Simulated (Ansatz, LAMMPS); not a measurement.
# An extra electron or hole in amorphous 41Ga2O3-59SiO2 (mol %) (111 atoms), part 2 of 4

Does an extra electron or hole in amorphous 41Ga2O3-59SiO2 (mol %) (111 atoms) stay spread out, or do the atoms trap it?

Ansatz 0.2.0; Kohn-Sham DFT, PBE, PAW (set soft_1), plane waves; PAW set soft_1.

The cell: 24 Ga, 17 Si and 70 O. The quench rate of 50 K/ps far exceeds what a furnace or splat quench reaches. The network of bonds at the start is that of the classical potential that made the cell. Sampling is at Γ alone, for a cell whose shortest periodic width is 11 Å.

So far. Step 2 (Single point at the start): The r.m.s. force at the start is 0.89 eV/Å. Step 3 (Relaxation): The relaxation converged after 27 steps, 7.31 eV below its start, with a largest force component of 0.045 eV/Å.

**4. Single point at the relaxed geometry**

One more single point at the end of the walk gives the fuller output and checks the residual forces.

Input file input.yaml:

```yaml
crystal:
  lattice:
    - [10.98262, 0.0, 0.0]
    - [0.0, 10.98262, 0.0]
    - [0.0, 0.0, 10.98262]
  atoms:
    - { symbol: Ga, position: [0.69168, 0.87752, 0.33523] }
    - { symbol: Ga, position: [0.23737, 0.84403, 0.71207] }
    - { symbol: Ga, position: [0.53152, 0.22518, 0.01367] }
    - { symbol: Ga, position: [0.43941, 0.96, 0.98418] }
    - { symbol: Ga, position: [0.35127, 0.82655, 0.2716] }
    - { symbol: Ga, position: [0.44548, 0.5519, 0.25947] }
    [... 99 atom lines left out ...]
    - { symbol: O, position: [0.71942, 0.77637, 0.2013] }
    - { symbol: O, position: [0.92669, 0.20835, 0.12736] }
    - { symbol: O, position: [0.46337, 0.71736, 0.20966] }
    - { symbol: O, position: [0.82089, 0.28753, 0.78354] }
    - { symbol: O, position: [0.45633, 0.56849, 0.57897] }
    - { symbol: O, position: [0.58835, 0.94106, 0.06682] }
kpoints:
  mp_grid: { grid: [1, 1, 1] }
hamiltonian:
  xc: pbe
  pseudopotentials: { kind: paw, azcp: { folder: soft_1 } }
scf:
  occupations: { method: fixed }
output:
  forces: true
  stress: true
  populations: true
  dos:
    method: { smearing: { sigma: 0.15 } }
    de: 0.1
    projected: { site_lists: { Ga: [Ga], O: [O], Si: [Si] } }
  eigenvalues: true
  write_density: true
  write_potential: true
  volumetric_format: npy
```

Launch:

```bash
> ansatz run input.yaml --threads 4 --pin off --max-ram 8192MiB --backend cpu --events-out ev --progress --plain --runs-dir out
```

Output:

```text
[...]
Crystal: 111 atoms, lattice volume = 1324.701 Å³
Basis set: ecut = 420 eV, 25725 PW (Γ), exchange–correlation on 150×150×150 points (8 copies of the dense FFT grid, shifted against one another)
Bands: 511, of which v1, the nominal top of the filled ones, is band 400 counted from 1 (399 counted from 0)
Symmetry: 1 space group operations
[...]
k-points: 1
[...]
SCF iter   1: F=—  HF=-141426.061991 eV  |F-HF|=—  |Δ(HF+E_count)|=         —  Δρ=1.22e-1  dr2=1.36e2  ethr=3.10e-3  ⟨swp⟩=5.0  Hψ=1827  notcnv=0  defer=108
[...]
SCF iter  13: F=-141382.190212 eV  HF=-141382.190212 eV  |F-HF|=8.96e-9  |Δ(HF+E_count)|=   4.43e-8  Δρ=2.56e-6  dr2=8.09e-8  ethr=1.25e-11  ⟨swp⟩=18.0  Hψ=5044  notcnv=0
SCF 1 converged in 13 iterations: F = -141382.190212 eV  dr2 = 8.09e-8
[...]
WARN: The input density's exchange-correlation potential varies sharply where the density is thin. Do not read a vacuum level from v_tot or v_xc, or from such a field of the output density. On a cell that repeats whose density bears no net charge and no dipole along the vacuum's axis use v_es (v_loc + v_h of the components); [...]
SCF converged after 13 iterations
Free energy (F): -141382.190212 eV
[...]
Internal energy: -141382.190212 eV  (E = F + TS)
E sigma→0 (E₀):  -141382.190212 eV
Fermi energy:    5.500776 eV
[...]
--- Forces (eV/Å), atoms counted from 1 ---
  atom   1  Ga     0.00675701    -0.01043635     0.01336392
  atom   2  Ga     0.00220481    -0.00467507    -0.00190346
  atom   3  Ga    -0.00096201     0.01511415     0.00652299
  atom   4  Ga     0.01230588    -0.01050100     0.00103159
  atom   5  Ga    -0.00764119    -0.02201888     0.00087916
  atom   6  Ga     0.00234747    -0.01451935     0.00945989
  atom   7  Ga    -0.00772714    -0.01957653     0.00413746
  atom   8  Ga     0.00627854     0.00957087     0.01626016
  atom   9  Ga    -0.00576737    -0.00442826    -0.00489083
  atom  10  Ga     0.00128093    -0.00979532    -0.00957364
  atom  11  Ga     0.01671275    -0.02357680     0.00728608
  atom  12  Ga     0.00118514    -0.02979409     0.00880918
  atom  13  Ga    -0.01322250     0.01310252    -0.01577901
  atom  14  Ga    -0.00470793    -0.01264397     0.00228566
[...]
atom 110  O      0.01038538     0.01034315     0.00175525
  atom 111  O      0.00641689     0.01002987     0.00132776
  max |Σ_I F_I| component: 6.81e-5 eV/Å
--- Stress (GPa, compression-positive) ---
        3.130197      -1.202001       0.713271
       -1.202004       2.582641       0.263661
        0.713270       0.263662       3.188529
  P = ⅓ Tr σ = 2.9671 GPa (29.671 kbar)
--- Band table (eV) ---
[...]
--- Löwdin populations: 111 sites ---
  site symbol       q [e]
     0     Ga     11.8515
     1     Ga     11.9286
     2     Ga     11.8633
[...]
110      O      6.6911
  spilling = 0.006459 (of n_electrons = 800.000000)
```

The job ended after 26 s (4 threads of Intel Xeon Platinum 8488C (Sapphire Rapids), shared host; peak memory 2.1 GiB).

The program notes that the exchange-correlation potential is rough where the density is thin.

Numbers from this run:

```yaml
free_energy: -141382.1902 eV
free_energy_per_atom: -1273.7134 eV/atom
scf_cycles: 13
pressure: 2.967 GPa
r_m_s_force_component: 0.01143 eV/Å
longest_force: 0.06723 eV/Å
fermi_energy: 5.501 eV
spacing_of_highest_filled_and_lowest_empty_level: 2.448 eV
spilling_of_the_projection: 0.006459
```

Löwdin charges by element and coordination (they lack the spilled electrons, 0.047 e an atom on average):

| element | coordination | atoms | mean charge (e) | spread | least | most |
| --- | --- | --- | --- | --- | --- | --- |
| Ga | all | 24 | 1.09 | 0.0275 | 1.05 | 1.15 |
| Ga | 4 | 3 | 1.13 | 0.0199 | 1.10 | 1.15 |
| Ga | 5 | 11 | 1.10 | 0.0231 | 1.05 | 1.13 |
| Ga | 6 | 10 | 1.07 | 0.0195 | 1.05 | 1.11 |
| O | all | 70 | -0.706 | 0.0229 | -0.749 | -0.652 |
| O | 2 | 21 | -0.731 | 0.0111 | -0.749 | -0.711 |
| O | 3 | 42 | -0.698 | 0.0162 | -0.730 | -0.659 |
| O | 4 | 7 | -0.679 | 0.0175 | -0.704 | -0.652 |
| Si | all | 17 | 1.67 | 0.0205 | 1.63 | 1.71 |
| Si | 4 | 16 | 1.67 | 0.021 | 1.63 | 1.71 |
| Si | 5 | 1 | 1.66 | 0 | 1.66 | 1.66 |

Density of states as counts of states in windows of 1 eV (from the Fermi level), total and the larger projections:

| from (eV) | to (eV) | total | O p | Ga p | Ga s |
| --- | --- | --- | --- | --- | --- |
| -10 | -9 | 2.3 | 1.4 | 0.0 | 0.0 |
| -9 | -8 | 10.9 | 6.8 | 0.2 | 0.5 |
| -8 | -7 | 22.6 | 14.5 | 0.6 | 3.1 |
| -7 | -6 | 34.4 | 23.3 | 1.2 | 5.0 |
| -6 | -5 | 37.8 | 27.3 | 2.9 | 2.2 |
| -5 | -4 | 51.9 | 39.9 | 4.6 | 1.1 |
| -4 | -3 | 58.0 | 48.2 | 4.0 | 0.6 |
| -3 | -2 | 70.5 | 63.2 | 2.6 | 0.4 |
| -2 | -1 | 87.5 | 82.4 | 1.3 | 0.2 |
| -1 | 0 | 43.1 | 41.5 | 0.4 | 0.1 |
| 0 | 1 | 0.9 | 0.9 | 0.0 | 0.0 |
| 1 | 2 | 0.0 | 0.0 | 0.0 | 0.0 |
| 2 | 3 | 2.0 | 0.2 | 0.1 | 1.0 |
| 3 | 4 | 2.2 | 0.5 | 0.3 | 0.9 |
| 4 | 5 | 13.6 | 3.2 | 1.9 | 5.4 |

With fixed occupations the program's Fermi level is the highest filled level; weight inside the gap is the broadening of levels at its edges.

Between -21 and -10 eV lie 380 more states.

The levels nearest the highest filled one (over half full), pooled over k-points and spins:

| level less the highest filled one (eV) | occupation |
| --- | --- |
| -0.491 | 2 |
| -0.453 | 2 |
| -0.402 | 2 |
| -0.268 | 2 |
| -0.191 | 2 |
| 0 | 2 |
| 2.45 | 0 |
| 3.96 | 0 |
| 4.07 | 0 |
| 4.19 | 0 |
| 4.39 | 0 |
| 4.47 | 0 |

Valence density in the ac plane at fractional y = 0.568, with atoms of Ga and Si and O within 0.2 Å of it. It is the smooth field of the valence electrons, not physical close to the nuclei.

Ten steps, logarithmic in the rise over the least value, from '0' (0 e/Å³) to '9' (22 e/Å³), each cell a mean:
```
2100000025775311222100000000123
5310000013443212211000000001356
6410000001111123431000011001467
4210000000000146652101233211245
2110000000000146753112565311112
2210000000000124432113576410011
3321000000000001222212344210123
5421000000000111123321111000135
4320000000012444222221100000124
2210011110124676311223310000012
1111111111124675311245531000000
1221011111122333101245431000001
4442100012322111001133321100002
6763100024553100001111122321113
5653100136764210012221134553223
3331000024653221124432234654212
1110000002233664235542112333111
1000000000125996234431000112111
1000000000013774211110000123221
0001110000001221111000012355421
0013432100000001123211112577521
1124542101110001366531112355421
1123432112332112467631001122211
1111111124664212345420000000111
```
Columns run along a (11.0 Å), rows up along c (11.0 Å). Atoms in or near the plane, at fractional coordinates: Ga at (0.45, 0.26), Si at (0.95, 0.29), O at (0.04, 0.42), O at (0.75, 0.78), O at (0.98, 0.89), O at (0.35, 0.98), O at (0.52, 0.82), O at (0.34, 0.38), O at (0.86, 0.14), O at (0.58, 0.06), O at (0.46, 0.58).

Electrostatic potential energy in the ac plane at fractional y = 0.568, with atoms of Ga and Si and O within 0.2 Å of it. With pseudopotentials it is smooth inside the atoms' cores, unlike the true potential.

Ten even steps from '0' (-31 eV) to '9' (13 eV), each cell a mean:
```
8999999983002520268999999999987
2799999997446621268999999999730
0699999999998764478999999999600
4889999999999950028999877888842
7778899999999950018998201688888
7778899999999985467887100588888
6778999999999999766678656899987
1589999999999998767768999999973
4689999999999656766668999999985
8888999998886001687787899999999
8777899987665002799852389999999
8777899986346668999852389999999
6458999986557899998632378999999
0016999984127899987312037789997
1028999981004889987312033126766
4689999995225767885443464114211
1689999999877997662258888763152
2789999999868999676689999984020
6899999999877997689999899987534
8999999999987667899988788622578
8998679988998888887887677300288
8885248888899999610277778622587
7887678888778888400178888988876
7899999884014765533689999999877
```
Columns run along a (11.0 Å; values clipped at the 3rd and 97th percentile), rows up along c (11.0 Å). Atoms in or near the plane, at fractional coordinates: Ga at (0.45, 0.26), Si at (0.95, 0.29), O at (0.04, 0.42), O at (0.75, 0.78), O at (0.98, 0.89), O at (0.35, 0.98), O at (0.52, 0.82), O at (0.34, 0.38), O at (0.86, 0.14), O at (0.58, 0.06), O at (0.46, 0.58).

Filled and empty levels are parted by 2.45 eV (at Γ alone); a semilocal functional tends to put such gaps too low. In a disordered cell it changes from sample to sample, and tail or defect levels can set it. Mean Löwdin charges: Ga +1.09, O -0.71, Si +1.67 e (they miss 0.65 % of the electrons, so they add up to more than the cell's charge). The largest share in the top eV of filled states is O p (97 % of the projected weight), and in the lowest eV of empty states Ga s (52 % of the projected weight).

**5. An extra electron, atoms held**

The electron count changes by one with the atoms held: a vertical process, on a uniform background, with spin and a narrow Fermi–Dirac smearing. Its energy against the neutral cell hangs on the program's zero of potential.

Input file input.yaml:

```yaml
crystal:
  lattice:
    - [10.98262, 0.0, 0.0]
    - [0.0, 10.98262, 0.0]
    - [0.0, 0.0, 10.98262]
  atoms:
    [... the 111 atom lines of step 4 ...]
total_charge: -1
kpoints:
  mp_grid: { grid: [1, 1, 1] }
hamiltonian:
  xc: pbe
  pseudopotentials: { kind: paw, azcp: { folder: soft_1 } }
scf:
  occupations: { method: fermi_dirac, width: 0.01 }
  lower_state_search: "off"
output:
  forces: true
  stress: true
  populations: true
  dos:
    method: { smearing: { sigma: 0.1 } }
    de: 0.1
    projected: { site_lists: { Ga: [Ga], O: [O], Si: [Si] } }
  eigenvalues: true
  write_density: true
  write_potential: true
  volumetric_format: npy
magnetization:
  spin_polarized: true
  initial_magnetization: 1
```

Output:

```text
[...]
Crystal: 111 atoms, lattice volume = 1324.701 Å³
Basis set: ecut = 420 eV, 25725 PW (Γ), exchange–correlation on 150×150×150 points (8 copies of the dense FFT grid, shifted against one another)
Bands: 512, of which v1, the nominal top of the filled ones, is band 401 counted from 1 (400 counted from 0)
Symmetry: 1 space group operations
[...]
k-points: 1
[...]
Starting moments: Σ|m| = 1 μB on 111 of 111 sites
[...]
SCF iter   1: F=—  HF=-141414.477517 eV  |F-HF|=—  |Δ(HF+E_count)|=         —  Δρ=5.95e-2 (↑5.80e-2 ↓5.95e-2)  dr2=1.28e2  dr2_m=1.72e-2  M=1.000 μB ∫|m|=1.083 μB  β_m=1.00  ethr=3.10e-3  ⟨swp⟩=6.0  Hψ=4398  notcnv=0  defer=4
[...]
spin=Collinear: Resta preconditioning applied to the charge; magnetization (m = ρ↑ − ρ↓) channel mixes plain (no charge-response kernel on spin).
SCF iter   2: F=—  HF=-141388.171947 eV  |F-HF|=—  |Δ(HF+E_count)|=         —  Δρ=3.52e-2 (↑3.52e-2 ↓3.52e-2)  dr2=4.51e1  dr2_m=8.05e-4  M=0.773 μB ∫|m|=0.892 μB  β_m=0.30  ethr=3.10e-3  ⟨swp⟩=2.0  Hψ=1874  notcnv=0  defer=212
[...]
SCF iter   8: F=—  HF=-141374.232536 eV  |F-HF|=—  |Δ(HF+E_count)|=   4.22e-3  Δρ=2.63e-4 (↑2.63e-4 ↓2.24e-4)  dr2=2.02e-3  dr2_m=1.14e-4  M=0.664 μB ∫|m|=0.771 μB  β_m=0.30  ethr=8.87e-7  ⟨swp⟩=2.0  Hψ=1370  notcnv=0  defer=212
[...]
spin-set hold released at iteration 8 (site moments contracting): the magnetisation degrees of freedom join the quasi-Newton model from the next iteration; the mixer history was flushed
SCF iter   9: F=—  HF=-141374.234441 eV  |F-HF|=—  |Δ(HF+E_count)|=   1.91e-3  Δρ=2.05e-4 (↑2.05e-4 ↓1.74e-4)  dr2=1.24e-3  dr2_m=7.05e-5  M=0.657 μB ∫|m|=0.763 μB  β_m=0.63  ethr=2.52e-7  ⟨swp⟩=2.5  Hψ=1428  notcnv=0  defer=212
SCF iter  10: F=—  HF=-141374.237388 eV  |F-HF|=—  |Δ(HF+E_count)|=   2.95e-3  Δρ=5.50e-5 (↑5.50e-5 ↓4.38e-5)  dr2=1.31e-4  dr2_m=4.95e-6  M=0.624 μB ∫|m|=0.724 μB  β_m=0.71  ethr=1.55e-7  ⟨swp⟩=2.5  Hψ=1540  notcnv=0  defer=212
[...]
SCF iter  18: F=-141374.235677 eV  HF=-141374.235677 eV  |F-HF|=4.37e-9  |Δ(HF+E_count)|=   1.89e-8  Δρ=7.93e-7 (↑6.20e-7 ↓7.93e-7)  dr2=1.70e-8  dr2_m=1.49e-9  M=0.560 μB ∫|m|=0.648 μB  β_m=0.82  ethr=1.25e-11  ⟨swp⟩=9.0  Hψ=6584  notcnv=0
SCF iter  19: F=-141374.235677 eV  HF=-141374.235677 eV  |F-HF|=6.98e-10  |Δ(HF+E_count)|=   9.14e-9  Δρ=2.53e-7 (↑2.12e-7 ↓2.53e-7)  dr2=2.61e-9  dr2_m=6.64e-11  M=0.559 μB ∫|m|=0.647 μB  ethr=2.12e-12  ⟨swp⟩=5.0  Hψ=5462  notcnv=0
SCF 1 converged in 19 iterations: F = -141374.235677 eV  dr2 = 2.61e-9
[...]
SCF converged after 19 iterations
Magnetization: 0.5594 μB (400.7797 up, 400.2203 down)
Absolute magnetization: 0.5968 μB (∫|ρ↑−ρ↓|, with the PAW one-centre terms)
[...]
Per-site moments (μB) at R_I (Å): [(0.00406785, 0.747726), (0.00394438, 0.774999), (0.00117711, 0.737231), (0.00219759, 0.763507), (0.00391155, 0.762462), [...]
Free energy (F): -141374.235677 eV
[...]
Internal energy: -141374.225132 eV  (E = F + TS)
E sigma→0 (E₀):  -141374.230405 eV
Entropy (-TS):   -0.010545 eV (-0.095 meV/atom)
Fermi energy:    7.986987 eV
[...]
Σ components = -141374.235677   (vs F -141374.235677, Δ=0.00e0)
--- Forces (eV/Å), atoms counted from 1 ---
  atom   1  Ga    -0.05540139    -0.06741917    -0.03444556
  atom   2  Ga     0.07783784    -0.06183694     0.11608122
  atom   3  Ga    -0.03579560    -0.03970164    -0.03582814
  atom   4  Ga    -0.02355421    -0.02686772     0.02861911
[...]
atom 111  O      0.10412902     0.10162388     0.01326199
  max |Σ_I F_I| component: 1.77e-5 eV/Å
--- Stress (GPa, compression-positive) ---
        3.730214      -1.170705       0.661974
       -1.170707       3.340903       0.251500
        0.661972       0.251501       3.905211
  P = ⅓ Tr σ = 3.6588 GPa (36.588 kbar)
--- Band table (eV) ---
[...]
--- Löwdin populations: 111 sites ---
  site symbol       q [e]    m [muB]
     0     Ga     11.8871     0.0226
     1     Ga     11.9530     0.0168
     2     Ga     11.8817     0.0086
[...]
110      O      6.6948     0.0032
  spilling = 0.006479 (of n_electrons = 801.000000)
```

Elapsed: 63 s, on 4 threads; peak memory 3.5 GiB; 4.1 min of CPU time.

An extra electron, atoms held: the energy stands 7.95 eV above that of the reference, with a moment of 0.56 μB. An odd electron should give 1 μB; this run ended with the carrier shared between both spins.

The levels nearest the highest filled one (over half full), pooled over k-points and spins:

| level less the highest filled one (eV) | occupation |
| --- | --- |
| -2.65 | 1 |
| -2.49 | 1 |
| -2.48 | 1 |
| 0 | 0.78 |
| 0.0253 | 0.22 |
| 1.55 | 0 |
| 1.58 | 0 |
| 1.62 | 0 |

Spin density in the ac plane at fractional y = 0.568, with atoms of Ga and Si and O within 0.2 Å of it.

Ten even steps from '0' (-1.53 × 1e-3 e/Å³) to '9' (8.77 × 1e-3 e/Å³), each cell a mean:
```
1111111113993112211111111111111
1111111111221111111111111111111
4111111111111111111111111111135
2112211111111112321111111111123
1122221111111113431111133111111
1122221111111111211111123111111
1112211111111111122221111111111
2111111111111111223221111111112
1111111111111121122211111111111
1111111111111275111111111111111
1221111111111275111124211111111
1111111111111121111122111111111
1111111111111111111111111111111
2211111111121111111111111111111
2211111111253111111111111111111
1111111111131111111111111211111
2211111111111111113311111111111
2211111111122001112211111111112
2211111111122112111111221111122
1111111111112222111122221111112
1111111111111121111112321242111
2112211111111111137412221244112
2111111111111111129611221111112
2111111112772112112211111111122
```
Columns run along a (11.0 Å), rows up along c (11.0 Å). Atoms in or near the plane, at fractional coordinates: Ga at (0.45, 0.26), Si at (0.95, 0.29), O at (0.04, 0.42), O at (0.75, 0.78), O at (0.98, 0.89), O at (0.35, 0.98), O at (0.52, 0.82), O at (0.34, 0.38), O at (0.86, 0.14), O at (0.58, 0.06), O at (0.46, 0.58).

(Continued in part 3 of 4.)

[Long decimals in the printed logs are rounded to 6 places.]

[Logs are printed without paths, hosts, clocks, repeated set-up lines and the standing remarks that a program may print on its own settings, such as how far it seeks lower states.]

[Hosts, paths, dates, database ids (printed as entryN), source tags and the programs' standing remarks are cut or masked in the printed files.]
